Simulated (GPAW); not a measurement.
**How CrO2 absorbs and reflects light**

Aim: the dielectric function of CrO2, and the optical constants that follow from it.

Method: DFT, PBE, plane-wave PAW (GPAW data sets), scalar-relativistic, RPA, optical limit, in GPAW 26.7.0.

This is a report of a sequence of runs, with most program output left out.

## 1. Starting point

It takes space group P4_2/mnm (No. 136, tetragonal). Conventional cell: a = 4.421 Å, b = 4.421 Å, c = 2.917 Å, α = 90.00°, β = 90.00°, γ = 90.00°. Nearest to Cr lie 6 O at 1.88 to 1.92 Å. Nearest to O lie 3 Cr at 1.88 to 1.92 Å. Farther neighbours and most contacts between anions are not listed.

As a file:

```cif
data_structure
_symmetry_space_group_name_H-M 'P4_2/mnm'
_symmetry_Int_Tables_number 136
_cell_length_a 4.4210
_cell_length_b 4.4210
_cell_length_c 2.9170
_cell_angle_alpha 90.000
_cell_angle_beta 90.000
_cell_angle_gamma 90.000
_cell_volume 57.01
loop_
_atom_site_label
_atom_site_type_symbol
_atom_site_symmetry_multiplicity
_atom_site_Wyckoff_symbol
_atom_site_fract_x
_atom_site_fract_y
_atom_site_fract_z
_atom_site_occupancy
Cr1 Cr 2 a 0.50000 0.50000 0.50000 1
O1 O 4 f 0.80100 0.19900 0.50000 1
```

## 2. Ground state

The self-consistent density comes first; it also tells whether there is a gap, which decides the occupations and the need for a Drude term.

This step: DFT, PBE, plane-wave PAW (GPAW data sets), scalar-relativistic, ground state (GPAW 26.7.0).

The input, gs.py:

```python
from ase import Atoms
from ase.dft.bandgap import bandgap
from gpaw import GPAW, PW, FermiDirac

atoms = Atoms(['Cr', 'Cr', 'O', 'O', 'O', 'O'],
              cell=[[4.421000000000, 0.000000000000, 0.000000000000],
                    [0.000000000000, 4.421000000000, 0.000000000000],
                    [0.000000000000, 0.000000000000, 2.917000000000]],
              scaled_positions=[[0.500000000000, 0.500000000000, 0.500000000000],
                                [0.000000000000, 0.000000000000, 0.000000000000],
                                [0.801000000000, 0.199000000000, 0.500000000000],
                                [0.699000000000, 0.699000000000, 0.000000000000],
                                [0.199000000000, 0.801000000000, 0.500000000000],
                                [0.301000000000, 0.301000000000, 0.000000000000]],
              pbc=[True, True, True])
atoms.set_initial_magnetic_moments([3.0, 3.0, 0.0, 0.0, 0.0, 0.0])
atoms.calc = GPAW(mode=PW(500), xc='PBE', kpts={'size': (5, 5, 8), 'gamma': True},
                  occupations=FermiDirac(0.05), maxiter=150, txt='gs.txt')
print('energy (eV)', atoms.get_potential_energy())
print('Fermi level (eV)', atoms.calc.get_fermi_level())
print('valence electrons', atoms.calc.get_number_of_electrons())
print('gap (eV)', bandgap(atoms.calc, output=None)[0])
print('direct gap (eV)', bandgap(atoms.calc, direct=True, output=None)[0])
print('moments', atoms.get_magnetic_moments().round(3).tolist())
atoms.calc.write('gs.gpw')
```

Launch:

```
OMP_NUM_THREADS=1 python gs.py
```

The job ended after 76 s (1 thread of Arm Neoverse V2, shared host; peak memory 0.23 GiB).

This step gave:

- energy: -48.72 eV
- Fermi energy: 6.499 eV
- electrons: 36
- site moments: 2.06, 2.06, -0.059, -0.059, -0.059, -0.059 μB

There are states at the Fermi level within the smearing, so the occupations stay smeared and the carriers get a Drude term.

## 3. Bands for the response

The response needs many more empty bands than the density does.

This step: DFT, PBE, plane-wave PAW (GPAW data sets), scalar-relativistic, bands at fixed density (GPAW 26.7.0).

The input, nscf.py:

```python
from ase.dft.bandgap import bandgap
from gpaw import GPAW, FermiDirac

calc = GPAW('gs.gpw').fixed_density(kpts={'size': (8, 8, 12), 'gamma': True}, nbands=45, convergence={'bands': 39},
                                    occupations=FermiDirac(0.05), txt='nscf.txt')
print('gap (eV)', bandgap(calc, output=None)[0])
print('direct gap (eV)', bandgap(calc, direct=True, output=None)[0])
print('top band over the Fermi level (eV)', min(calc.get_eigenvalues(kpt=k)[38] for k in range(len(calc.get_ibz_k_points()))) - calc.get_fermi_level())
calc.write('full.gpw', mode='all')
```

Launch:

```
OMP_NUM_THREADS=1 python nscf.py
```

Wall time 11 min (1 thread); peak memory 0.55 GiB.

## 4. Dielectric function, RPA

Local fields let the induced charge screen the field inside the cell, which as a rule lowers ε, most along directions where the density is uneven.

This step: DFT, PBE, plane-wave PAW (GPAW data sets), scalar-relativistic, RPA, optical limit (GPAW 26.7.0).

The input, df.py:

```python
from gpaw.response.df import DielectricFunction

df = DielectricFunction('full.gpw', frequencies={'type': 'nonlinear', 'domega0': 0.03, 'omega2': 8},
                        ecut=30,
                        eta=0.1,
                        nbands=39,
                        rate=0.2,
                        txt='df.txt')
for direction in ['x', 'z']:
    df.get_dielectric_function(xc='RPA', direction=direction, filename=f'df_{direction}.csv')
```

Launch:

```
OMP_NUM_THREADS=1 python df.py
```

The job ended after 56 s (1 thread; peak memory 0.28 GiB).

The Im ε has structure finer than the step of the table below, so its rows give means over 0.5 eV, whole bins alone (the curve runs from 0.619 to 15.8 eV). Peaks (eV: height): E ∥ x 2.74: 8.83, 9.48: 8.22, 14.31: 4.63; E ∥ z 3.85: 8.66, 5.92: 7.89, 9.82: 10.2.

Sum at mesh points, not converged in k. Im ε against photon energy; means over each step:

| photon energy (eV) | E ∥ x | E ∥ z |
| --- | --- | --- |
| 1.0 | 10.8 | 13.0 |
| 1.5 | 5.00 | 4.42 |
| 2.0 | 5.66 | 2.37 |
| 2.5 | 7.43 | 5.56 |
| 3.0 | 7.50 | 7.19 |
| 3.5 | 7.12 | 8.11 |
| 4.0 | 6.25 | 8.20 |
| 4.5 | 5.56 | 6.36 |
| 5.0 | 5.59 | 5.91 |
| 5.5 | 5.71 | 6.42 |
| 6.0 | 5.49 | 7.31 |
| 6.5 | 4.69 | 7.06 |
| 7.0 | 4.35 | 7.04 |
| 7.5 | 3.09 | 6.38 |
| 8.0 | 2.47 | 4.52 |
| 8.5 | 2.62 | 3.62 |
| 9.0 | 4.41 | 3.62 |
| 9.5 | 7.59 | 5.65 |
| 10.0 | 5.47 | 7.53 |
| 10.5 | 2.86 | 3.13 |
| 11.0 | 2.67 | 2.29 |
| 11.5 | 3.27 | 1.82 |
| 12.0 | 3.81 | 1.86 |
| 12.5 | 3.96 | 1.80 |
| 13.0 | 3.76 | 1.62 |
| 13.5 | 3.47 | 2.12 |
| 14.0 | 4.30 | 2.50 |
| 14.5 | 4.47 | 2.70 |
| 15.0 | 4.40 | 3.81 |
| 15.5 | 3.71 | 4.73 |

Values under 1 per cm are given as 1; sum at mesh points, not converged in k. Absorption coefficient against photon energy:

| photon energy (eV) | E ∥ x (1/cm) | E ∥ z (1/cm) |
| --- | --- | --- |
| 1.010 | 2.1e5 | 2.2e5 |
| 1.486 | 1.4e5 | 1.5e5 |
| 1.985 | 1.7e5 | 75196 |
| 2.508 | 2.9e5 | 2.1e5 |
| 3.018 | 4.3e5 | 3.4e5 |
| 3.510 | 5.2e5 | 4.9e5 |
| 3.980 | 5.5e5 | 6.3e5 |
| 4.516 | 5.9e5 | 6.5e5 |
| 4.981 | 6.6e5 | 6.3e5 |
| 5.515 | 7.5e5 | 7.5e5 |
| 6.021 | 9.1e5 | 9.9e5 |
| 6.494 | 9.0e5 | 9.8e5 |
| 6.985 | 9.6e5 | 1.2e6 |
| 7.496 | 7.9e5 | 1.3e6 |
| 8.026 | 6.4e5 | 1.3e6 |
| 8.516 | 5.4e5 | 1.0e6 |
| 9.023 | 8.8e5 | 9.6e5 |
| 9.483 | 1.7e6 | 1.1e6 |
| 10.026 | 2.0e6 | 2.5e6 |
| 10.519 | 1.3e6 | 1.8e6 |
| 11.029 | 1.1e6 | 1.5e6 |
| 11.479 | 1.2e6 | 1.3e6 |
| 12.023 | 1.4e6 | 1.1e6 |
| 12.504 | 1.6e6 | 1.1e6 |
| 13.000 | 1.7e6 | 8.9e5 |
| 13.512 | 1.6e6 | 1.0e6 |
| 14.040 | 2.0e6 | 1.2e6 |
| 14.493 | 2.3e6 | 1.2e6 |
| 14.960 | 2.6e6 | 1.6e6 |
| 15.536 | 2.8e6 | 2.2e6 |

Sum at mesh points, not converged in k. Table of reflectivity at normal incidence by photon energy; read off at these points:

| photon energy (eV) | E ∥ x (%) | E ∥ z (%) |
| --- | --- | --- |
| 1.00 | 39.4 | 43.1 |
| 1.50 | 22.7 | 19.5 |
| 2.00 | 29.4 | 24.4 |
| 2.50 | 30.3 | 31.0 |
| 2.74 | 33.8 | 32.3 |
| 3.00 | 30.6 | 31.3 |
| 3.50 | 30.3 | 32.7 |
| 4.00 | 27.3 | 32.6 |
| 4.50 | 26.0 | 28.9 |
| 5.00 | 26.4 | 27.2 |
| 5.50 | 26.9 | 28.6 |
| 6.00 | 28.4 | 32.2 |
| 6.50 | 25.7 | 29.7 |
| 7.00 | 25.6 | 33.5 |
| 7.50 | 18.1 | 33.0 |
| 7.85 | 14.2 | 36.6 |
| 8.00 | 13.4 | 33.6 |
| 8.50 | 14.5 | 21.3 |
| 9.00 | 21.8 | 19.0 |
| 9.50 | 34.1 | 24.0 |
| 10.00 | 44.3 | 49.8 |
| 10.17 | 38.2 | 52.3 |
| 10.50 | 24.7 | 47.5 |
| 11.00 | 17.7 | 38.5 |
| 11.50 | 18.9 | 25.6 |
| 12.00 | 21.3 | 16.9 |
| 12.50 | 23.0 | 14.3 |
| 12.83 | 25.9 | 11.9 |
| 13.00 | 25.2 | 9.38 |
| 13.50 | 21.7 | 11.3 |
| 14.00 | 26.0 | 14.0 |
| 14.50 | 31.1 | 14.2 |
| 15.00 | 37.1 | 20.2 |
| 15.50 | 42.5 | 26.2 |

The Im ε, E ∥ x has structure finer than the step of the table below, so its rows give means over 0.5 eV, whole bins alone (the curve runs from 0.619 to 15.8 eV). Peaks (eV: height): without local fields 2.74: 8.92, 9.22: 12.7, 14.31: 4.07; with local fields 2.74: 8.83, 9.48: 8.22, 14.31: 4.63.

Sum at mesh points, not converged in k. The Im ε, E ∥ x by photon energy; means over each step:

| photon energy (eV) | without local fields | with local fields |
| --- | --- | --- |
| 1.0 | 10.7 | 10.8 |
| 1.5 | 4.89 | 5.00 |
| 2.0 | 5.71 | 5.66 |
| 2.5 | 7.50 | 7.43 |
| 3.0 | 7.65 | 7.50 |
| 3.5 | 7.32 | 7.12 |
| 4.0 | 6.37 | 6.25 |
| 4.5 | 5.64 | 5.56 |
| 5.0 | 5.76 | 5.59 |
| 5.5 | 5.87 | 5.71 |
| 6.0 | 5.67 | 5.49 |
| 6.5 | 4.92 | 4.69 |
| 7.0 | 4.47 | 4.35 |
| 7.5 | 3.04 | 3.09 |
| 8.0 | 2.40 | 2.47 |
| 8.5 | 4.27 | 2.62 |
| 9.0 | 9.72 | 4.41 |
| 9.5 | 8.51 | 7.59 |
| 10.0 | 3.73 | 5.47 |
| 10.5 | 2.50 | 2.86 |
| 11.0 | 2.67 | 2.67 |
| 11.5 | 3.41 | 3.27 |
| 12.0 | 3.63 | 3.81 |
| 12.5 | 3.63 | 3.96 |
| 13.0 | 3.30 | 3.76 |
| 13.5 | 3.29 | 3.47 |
| 14.0 | 3.86 | 4.30 |
| 14.5 | 3.87 | 4.47 |
| 15.0 | 3.49 | 4.40 |
| 15.5 | 2.84 | 3.71 |

The loss function −Im 1/ε at q → 0 has structure finer than the step of the table below, so its rows give means over 0.5 eV, whole bins alone (the curve runs from 0.619 to 15.8 eV). Peaks (eV: height): E ∥ x 1.38: 0.131, 7.67: 0.292, 10.59: 0.369, 13.43: 0.291; E ∥ z 1.42: 0.167, 8.39: 0.280, 11.71: 0.574.

Sum at mesh points, not converged in k. The loss function −Im 1/ε at q → 0 by energy loss; means over each step:

| energy loss (eV) | E ∥ x | E ∥ z |
| --- | --- | --- |
| 1.0 | 0.0856 | 0.0663 |
| 1.5 | 0.100 | 0.122 |
| 2.0 | 0.0556 | 0.0335 |
| 2.5 | 0.0687 | 0.0413 |
| 3.0 | 0.0926 | 0.0594 |
| 3.5 | 0.103 | 0.0718 |
| 4.0 | 0.126 | 0.0939 |
| 4.5 | 0.133 | 0.120 |
| 5.0 | 0.137 | 0.112 |
| 5.5 | 0.138 | 0.106 |
| 6.0 | 0.169 | 0.113 |
| 6.5 | 0.194 | 0.124 |
| 7.0 | 0.219 | 0.139 |
| 7.5 | 0.285 | 0.155 |
| 8.0 | 0.249 | 0.223 |
| 8.5 | 0.142 | 0.263 |
| 9.0 | 0.113 | 0.231 |
| 9.5 | 0.113 | 0.137 |
| 10.0 | 0.176 | 0.113 |
| 10.5 | 0.342 | 0.218 |
| 11.0 | 0.342 | 0.343 |
| 11.5 | 0.255 | 0.518 |
| 12.0 | 0.236 | 0.533 |
| 12.5 | 0.243 | 0.529 |
| 13.0 | 0.265 | 0.479 |
| 13.5 | 0.279 | 0.316 |
| 14.0 | 0.227 | 0.309 |
| 14.5 | 0.222 | 0.265 |
| 15.0 | 0.210 | 0.211 |
| 15.5 | 0.208 | 0.202 |

At chosen wavelengths:

| wavelength (nm) | n x | k x | R (%) x | 1/α x | n z | k z | R (%) z | 1/α z |
| --- | --- | --- | --- | --- | --- | --- | --- | --- |
| 1064 | 2.43 | 1.856 | 36.1 | 46 nm | 2.57 | 2.182 | 41.3 | 39 nm |
| 633 | 3.05 | 0.816 | 28.5 | 62 nm | 2.84 | 0.369 | 23.7 | 137 nm |
| 532 | 2.94 | 1.204 | 30.7 | 35 nm | 3.29 | 0.668 | 30.2 | 63 nm |
| 405 | 2.59 | 1.397 | 30.2 | 23 nm | 3.12 | 1.142 | 31.7 | 28 nm |
| 308 | 2.26 | 1.341 | 27.3 | 18 nm | 2.61 | 1.561 | 32.5 | 16 nm |
| 248 | 2.18 | 1.316 | 26.4 | 15 nm | 2.44 | 1.253 | 27.2 | 16 nm |
| 193 | 1.86 | 1.325 | 25.1 | 12 nm | 2.21 | 1.506 | 29.7 | 10 nm |

A polished face would reflect 30 % of daylight and look grey (CIE x = 0.299, y = 0.321 under D65).

## 5. Outcome

In words: At this level (PBE, RPA) CrO2 is a metal. The mesh is too coarse to trust the carriers' weight, the reflectivity or the colour to better than tens of per cent. A polished face would reflect 30 % of daylight and look grey (CIE x = 0.299, y = 0.321 under D65). The carriers' damping of 0.2 eV is typed, not computed; it shapes the response at the lowest energies. The magnetic state comes from one start and need not be the lowest. The curves end at 16 eV, about where the summed bands run out. In this version of GPAW the matrix elements of the optical limit are incomplete, which can lower ε − 1 by up to a tenth where first-row anions or d states rule, and shift it by more in d metals. GPAW's carrier term has the form −ωp²/(ω + i·rate)², which damps like twice the rate and fails at low energy, so the curves leave the lowest energies out. The sum runs over mesh points 0.18 Å⁻¹ apart with no interpolation, so peaks are partly noise of the mesh, and the Drude plasma energy, a sum over the Fermi surface, isn't converged.

[Machine, clock and banner lines and Python warnings are left out of the logs.]

[Logs are printed without paths, hosts, clocks, repeated set-up lines and the standing remarks that a program may print on its own settings, such as how far it seeks lower states.]

[Hosts, paths, dates, database ids (printed as entryN), source tags and the programs' standing remarks are cut or masked in the printed files.]
